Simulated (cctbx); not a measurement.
# What is wrong with this refinement?

Cell a = 9.6670 Å, b = 9.6670 Å, c = 6.4740 Å, α = 90.00°, β = 90.00°, γ = 90.00°; space group I4_1/amd (no. 141, origin choice 1).

The data are simulated with cctbx, not measured: synchrotron X-rays, λ = 0.7749 Å, to d = 0.8 Å, 70 % of the full sphere, strongest reflection 5000 counts, noise from counting, a 1.5 % proportional error and a noise floor of 8 counts (s.d.); no absorption.

An isotropic refinement with weights 1/σ² prints:

```text
Rint 0.037, 178 unique reflections to 0.80 A
cycle     R1     wR2    GooF  max shift (A)
   1  0.7394  0.9368  46.780   0.44270
  10  0.4787  0.8030  40.100   0.00020
final R1 0.5285 wR2 0.8524 GooF 42.568  parameters 7  data/parameter 25.4
atom        x        y        z      Ueq    occ   su(xyz)  su(Uiso or U11)
Nd1    0.00000  0.00000  0.00000   0.0035  1.000  0.00000  0.0099
Co1    0.86175  0.70305  1.06461   0.0165  1.000  0.00693  0.0116
Co2    0.00000  0.50000  0.75000   0.0455  1.000  0.00000  0.0409
Ti1    0.00000  0.75000  0.62500   0.1476  1.000  0.00000  0.1692
difference map: max 140.22 min -46.48 rms 10.99
Q1    0.0000  0.0000  0.0000    4  140.22  0.00 A from Nd1
Q2    0.0000  0.0000  0.5000    4  118.04  0.00 A from Co2
Q3    0.1233  0.2023  0.1889   32   53.31  0.15 A from Co1
Q4    0.0000  0.2485  0.8766   16   47.90  1.63 A from Ti1
Q5    0.0000  0.0878  0.3721   16   27.24  1.19 A from Co2
Q6    0.0000  0.2054  0.7168   16   23.97  0.73 A from Ti1
```

Q: Accept it or mend it, and why?

Mend it. The fault: start far from the minimum. Against the right model at the same level, R1 goes from 0.0091 to 0.5285 and GooF from 0.83 to 42.57 and the top difference peak, 140.2 e/Å³, lies on Nd1. Least squares finds the nearest minimum, not the best. The fit had not settled when the cycles ran out.

The compound is NdTi2Co9. The right model at the same level gives:

```text
Rint 0.037, 178 unique reflections to 0.80 A
cycle     R1     wR2    GooF  max shift (A)
   1  0.2342  0.4565  22.794   0.11521
   2  0.0091  0.0166   0.829   0.00000
final R1 0.0091 wR2 0.0166 GooF 0.829  parameters 7  data/parameter 25.4
atom        x        y        z      Ueq    occ   su(xyz)  su(Uiso or U11)
Nd1    0.00000  0.00000  0.00000   0.0033  1.000  0.00000  0.0001
Co1    0.86841  0.70479  0.93660   0.0045  1.000  0.00005  0.0001
Co2    0.00000  0.50000  0.75000   0.0056  1.000  0.00000  0.0002
Ti1    0.00000  0.75000  0.62500   0.0060  1.000  0.00000  0.0002
difference map: max 0.63 min -0.60 rms 0.15
Q1    0.0000  0.1916  0.0652   16    0.67  1.82 A from Co1
Q2    0.0000  0.0582  0.0647   16    0.65  0.70 A from Nd1
Q3    0.1552  0.2284  0.1880   32    0.44  0.87 A from Co1
Q4    0.0000  0.0634  0.4744   16    0.44  0.63 A from Co2
Q5    0.0000  0.0527  0.6437   16    0.42  1.06 A from Co2
Q6    0.0000  0.1993  0.2234   16    0.41  1.40 A from Co1
```

The model is made up (kin elements in a known structure type, no relaxation), so it says nothing on whether the phase exists.

[Middle refinement cycles are left out of these outputs.]

[Logs are printed without paths, hosts, clocks, repeated set-up lines and the standing remarks that a program may print on its own settings, such as how far it seeks lower states.]
